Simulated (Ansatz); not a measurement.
# A hypothetical structure for CoAgS2, part 2 of 2

This structure for CoAgS2 is made up. Its elements were placed in a known structure type with a cell scaled to their sizes. What cell does the guess relax to, and how far off was it?

Ansatz 0.2.0; DFT, PBE, plane-wave PAW, files of the set soft_1, scalar-relativistic, ferromagnetic start, cell and ions relaxed at zero pressure; PAW set soft_1 (the session's first sound run).

So far: Starting point; Relaxing cell and atoms. The relaxed cell has a, b, c = 3.347, 3.694, 6.239 Å (conventional setting).

## Step 3: Electronic structure of the relaxed cell

A second self-consistent run takes a narrower smearing and the mesh shown in its input; the bands follow along the standard path of the relaxed lattice.

This step: DFT, PBE, plane-wave PAW, files of the set soft_1, scalar-relativistic, ferromagnetic start, bands and density of states at the relaxed cell; PAW set soft_1 (Ansatz 0.2.0).

File input.yaml:

```yaml
crystal:
  lattice:
    - [3.3473482448, 0.0, 0.0]
    - [0.0, 3.6940185826, 0.0]
    - [0.0, 0.0, 6.2388588182]
  atoms:
    - { symbol: Ag, position: [0.0, 0.0, 0.0] }
    - { symbol: Co, position: [0.5, 0.5, 0.5], spin: 0.8 }
    - { symbol: S, position: [0.0, 0.5, 0.7265217697] }
    - { symbol: S, position: [0.0, 0.5, 0.2734782303] }
magnetization:
  spin_polarized: true
kpoints:
  mp_grid: { grid: [10, 8, 6] }
  band_path:
    path:
      - [[0.0, 0.0, 0.0], [0.5, 0.0, 0.0], [0.5, 0.5, 0.0], [0.0, 0.5, 0.0], [0.0, 0.0, 0.0], [0.0, 0.0, 0.5], [0.5, 0.0, 0.5], [0.5, 0.5, 0.5], [0.0, 0.5, 0.5], [0.0, 0.0, 0.5]]
      - [[0.0, 0.5, 0.0], [0.0, 0.5, 0.5]]
      - [[0.5, 0.0, 0.5], [0.5, 0.0, 0.0]]
      - [[0.5, 0.5, 0.0], [0.5, 0.5, 0.5]]
    npoints: 6
scf:
  occupations: { method: fermi_dirac, width: 0.03 }
  n_extra_bands: 9
hamiltonian:
  xc: pbe
  pseudopotentials: { kind: paw, azcp: { folder: soft_1 } }
output:
  forces: true
  stress: true
  write_bands: true
  dos: { projected: true }
  write_density: true
  write_potential: true
  elf: true
  volumetric_format: npy
```

Launch:

```sh
$ ansatz run input.yaml --threads 4 --pin off --max-ram 10240MiB --backend cpu --events-out ev --progress --plain --runs-dir out
```

Numbers of over 12 decimals in the logs are rounded to 6 here.

The program printed:

```text
[...]
Crystal: 4 atoms, lattice volume = 77.145 Å³
Basis set: ecut = 420 eV, 1527 PW (Γ), exchange–correlation on 48×50×90 points (8 copies of the dense FFT grid, shifted against one another)
Bands: 33, of which v1, the nominal top of the filled ones, is band 24 counted from 1 (23 counted from 0)
Symmetry: 8 space group operations
[...]
k-points: 120 of 480
[...]
Starting moments: Σ|m| = 0.8 μB on 1 of 4 sites
[...]
SCF iter   1: F=—  HF=-14520.706653 eV  |F-HF|=—  |Δ(HF+E_count)|=         —  Δρ=3.78e-2 (↑3.78e-2 ↓3.57e-2)  dr2=6.72e0  dr2_m=3.55e-2  M=0.695 μB ∫|m|=0.830 μB  β_m=0.30  ethr=3.10e-3  ⟨swp⟩=7.0  Hψ=38346  notcnv=0
[...]
SCF iter  15: F=-14521.216436 eV  HF=-14521.216436 eV  |F-HF|=1.01e-9  |Δ(HF+E_count)|=   3.24e-9  Δρ=8.98e-7 (↑4.15e-7 ↓8.98e-7)  dr2=1.43e-9  dr2_m=7.96e-11  M=0.789 μB ∫|m|=0.912 μB  ethr=2.16e-11  ⟨swp⟩=13.5  Hψ=55902  notcnv=0
SCF 1 converged in 15 iterations: F = -14521.216436 eV  dr2 = 1.43e-9
[...]
NSCF: frozen V_eff on 76 k-points
SCF converged after 15 iterations
Magnetization: 0.7894 μB (24.3947 up, 23.6053 down)
Absolute magnetization: 0.9126 μB (∫|ρ↑−ρ↓|, with the PAW one-centre terms)
[...]
Per-site moments (μB) at R_I (Å): [(-0.00103447, 1.037217), (0.765514, 0.903594), (-0.00658012, 0.903594), (-0.00658012, 0.903594)]
Free energy (F): -14521.216436 eV
[...]
Internal energy: -14521.207761 eV  (E = F + TS)
E sigma→0 (E₀):  -14521.212098 eV
Entropy (-TS):   -0.008675 eV (-2.169 meV/atom)
Fermi energy:    8.957683 eV
[...]
--- Forces (eV/Å), atoms counted from 1 ---
  atom   1  Ag    -0.00000000     0.00000000     0.00000000
  atom   2  Co     0.00000000     0.00000000     0.00000000
  atom   3  S      0.00000000     0.00000000    -0.02011290
  atom   4  S      0.00000000     0.00000000     0.02011290
  max |Σ_I F_I| component: 1.25e-29 eV/Å
--- Stress (GPa, compression-positive) ---
       -0.160534       0.000000       0.000000
        0.000000      -0.143415       0.000000
        0.000000       0.000000      -0.053649
  P = ⅓ Tr σ = -0.1192 GPa (-1.192 kbar)
--- Band table (eV; the first three rows and the last of 240) ---
  k-point 0 ↑: bands = [... 20 lower, 7.2540, 7.5642, 7.7987, 8.2054, 10.2477, 11.4661, 11.5389, 14.3956, ... 5 higher]
  k-point 1 ↑: bands = [... 20 lower, 7.3723, 7.4394, 7.7983, 8.0185, 9.9811, 11.3129, 11.9045, 14.1666, ... 5 higher]
  k-point 2 ↑: bands = [... 20 lower, 7.5507, 7.7974, 7.8885, 7.8973, 9.3778, 11.0092, 12.5361, 13.7688, ... 5 higher]
  k-point 119 ↓: bands = [... 20 lower, 7.8637, 8.0207, 8.2136, 9.0593, 9.4894, 10.7318, 11.7579, 11.9238, ... 5 higher]
```

It took 5.6 s on 4 threads of AMD EPYC 9B45 (Zen 5), shared host; peak memory 0.74 GiB; 21 s of CPU time.

Numbers from this step:

```yaml
free_energy: -14521.2164 eV
energy_at_zero_smearing: -14521.2121 eV
smearing_term_ts: 0.008675 eV
fermi_energy: 8.958 eV
magnetization: 0.7894 μB
absolute_magnetization: 0.9126 μB
site_moments: -0.001034, 0.7655, -0.006580, -0.006580 μB
pressure: -0.1192 GPa
```

bands.tsv at the labelled points (eV, zero at the Fermi level; the bands that come nearest the Fermi level along the path):

```tsv
point	band_22_up	band_23_up	band_24_up	band_25_up	band_21_dn	band_22_dn	band_23_dn	band_24_dn
Γ	-1.16	-0.75	1.29	2.51	-0.77	-0.69	-0.43	1.54
X	-1.21	0.02	0.69	1.84	-0.59	-0.36	0.51	0.70
S	-1.32	-0.69	-0.65	1.40	-0.79	-0.74	-0.21	0.54
Y	-0.70	-0.44	0.97	1.26	-0.57	0.13	0.38	0.95
Γ	-1.16	-0.75	1.29	2.51	-0.77	-0.69	-0.43	1.54
Z	-1.09	-0.66	-0.06	1.90	-0.65	-0.62	-0.44	0.42
U	-1.28	-1.20	1.30	1.35	-0.76	-0.58	-0.32	1.62
R	-1.09	-0.67	-0.48	1.33	-0.94	-0.74	0.10	0.53
T	-1.10	-0.93	0.12	2.46	-0.56	-0.37	-0.08	0.66
Z	-1.09	-0.66	-0.06	1.90	-0.65	-0.62	-0.44	0.42
Y	-0.70	-0.44	0.97	1.26	-0.57	0.13	0.38	0.95
T	-1.10	-0.93	0.12	2.46	-0.56	-0.37	-0.08	0.66
U	-1.28	-1.20	1.30	1.35	-0.76	-0.58	-0.32	1.62
X	-1.21	0.02	0.69	1.84	-0.59	-0.36	0.51	0.70
S	-1.32	-0.69	-0.65	1.40	-0.79	-0.74	-0.21	0.54
R	-1.09	-0.67	-0.48	1.33	-0.94	-0.74	0.10	0.53
```

Site moment by atom:

```csv
atom,site moment (μB)
Ag1,-0.001
Co2,0.766
S3,-0.007
S4,-0.007
```

Spin density in the ac plane at fractional y = 0.500, with atoms of Co and S within 0.2 Å of it.

Ten even steps from '0' (0.0 e/Å³) to '9' (2.2 e/Å³), each cell a mean:
```
00000000000000000
00000000000000000
00000000000000000
00000000000000000
00000000000000000
00000000000000000
00000000000000000
00000000000000000
00000000000000000
00000000110000000
00000002552000000
00000004994000000
00000002662000000
00000000110000000
00000000000000000
00000000000000000
00000000000000000
00000000000000000
00000000000000000
00000000000000000
00000000000000000
00000000000000000
00000000000000000
00000000000000000
```
Columns run along a (3.3 Å), rows up along c (6.2 Å). Atoms in or near the plane, at fractional coordinates: Co at (0.50, 0.50), S at (0.00, 0.73), S at (0.00, 0.27).

Valence density in the ac plane at fractional y = 0.500, with atoms of Co and S within 0.2 Å of it. It is the smooth field of the valence electrons, not physical close to the nuclei.

Values in e/Å³, 24 rows by 14 columns, each cell a mean:
```
 0  0  0  0  0  0  0  0  0  0  0  0  0  0
 0  0  0  0  0  0  0  0  0  0  0  0  0  0
 1  0  0  0  0  0  0  0  0  0  0  0  0  1
 1  1  1  0  0  0  0  0  0  0  0  0  1  1
 1  1  1  1  0  0  0  0  0  0  0  1  1  1
 0  1  1  1  1  0  0  0  0  0  1  1  1  1
 0  1  1  1  1  0  0  0  0  0  1  1  1  1
 1  1  1  1  1  0  0  0  0  0  1  1  1  1
 1  1  1  1  1  1  1  1  1  1  1  1  1  1
 1  1  1  1  1  2  5  6  4  2  1  1  1  1
 0  0  0  1  1  6 16 23 14  4  1  1  0  0
 0  0  0  1  2 10 30 42 26  7  2  1  0  0
 0  0  0  1  2  7 20 27 17  5  1  1  0  0
 1  1  1  1  1  3  6  8  6  2  1  1  1  1
 1  1  1  1  1  1  1  2  1  1  1  1  1  1
 1  1  1  1  1  0  0  0  0  0  1  1  1  1
 0  1  1  1  1  0  0  0  0  0  1  1  1  1
 0  1  1  1  1  0  0  0  0  0  1  1  1  1
 1  1  1  1  0  0  0  0  0  0  0  1  1  1
 1  1  1  1  0  0  0  0  0  0  0  1  1  1
 1  1  0  0  0  0  0  0  0  0  0  0  0  1
 0  0  0  0  0  0  0  0  0  0  0  0  0  0
 0  0  0  0  0  0  0  0  0  0  0  0  0  0
 0  0  0  0  0  0  0  0  0  0  0  0  0  0
```
Columns run along a (3.3 Å), rows up along c (6.2 Å). Atoms in or near the plane, at fractional coordinates: Co at (0.50, 0.50), S at (0.00, 0.73), S at (0.00, 0.27).

ELF in the ac plane at fractional y = 0.500, with atoms of Co and S within 0.2 Å of it. It is the smooth field of the valence electrons, not physical close to the nuclei.

Ten even steps from '_' (0.01) to '@' (0.88), each cell a mean:
```
::::......________________......::
++++++==--..____________..--==++++
%%%%%%##++--..________..--++##%%%%
@@@@@@%%%%**--..____..--**%%%%@@@@
==++##%%%%##++::____::++##%%%%##++
____==%%@@%%**--....--**%%@@%%==__
____==@@@@@@**--....--**@@@@@@==__
..--##@@@@%%==::....::==%%@@@@##--
**##@@@@%%++::..::::..::++%%@@@@##
##%%%%##==::..::====::..::==##%%%%
======--::::--++****++--::::--====
::::::::::--==**%%%%**==--::::::::
====--::::::--++####++--::::::--==
######**--::::--====--::::--**####
##%%@@@@##--..::----::..--##@@@@%%
::==%%@@@@##==::....::==##@@@@%%==
____++@@@@@@**--....--**@@@@@@++__
____--%%@@@@**--....--**@@@@%%--__
--==**%%%%%%++::....::++%%%%%%**==
%%%%@@%%%%**==..____..==**%%%%@@%%
@@@@%%%%**==::________::==**%%%%@@
****++==--::..________..::--==++**
::::::....________________....::::
......________________________....
```
Columns run along a (3.3 Å), rows up along c (6.2 Å). Atoms in or near the plane, at fractional coordinates: Co at (0.50, 0.50), S at (0.00, 0.73), S at (0.00, 0.27).

## Step 4: Results

```yaml
space_group_relaxed: Pmmm
conventional_cell: a = 3.347, b = 3.694, c = 6.239 Å; α = 90.0°, β = 90.0°, γ = 90.0°
volume_per_atom: 19.29 Å³ (guess 20.54)
total_moment: 0.80 μB in the cell of 4 atoms
```

What this shows: CoAgS2 relaxes to Pmmm with a = 3.347, b = 3.694 and c = 6.239 Å. The guessed volume was 7 % too large. The space group Pmmm was held in the relaxation, so the end point is a stationary structure within it and may be a saddle against distortions or other arrangements. The input starts from parallel moments, and no other start was typed. Bands cross the Fermi level, so it is a metal or semimetal at this level. On the 10×8×6 mesh with the narrower smearing (relaxed on 8×7×5) the largest force component is 0.020 eV/Å and the largest stress component is 0.161 GPa, against the relaxation's thresholds of 0.015 eV/Å and 0.05 GPa. The cutoff wasn't tested. No dispersion term is used, so weakly bound directions may come out too long. Nothing here tests whether the compound is stable against decomposition.

[Logs are printed without paths, hosts, clocks, repeated set-up lines and the standing remarks that a program may print on its own settings, such as how far it seeks lower states.]

[Hosts, paths, dates, database ids (printed as entryN), source tags and the programs' standing remarks are cut or masked in the printed files.]
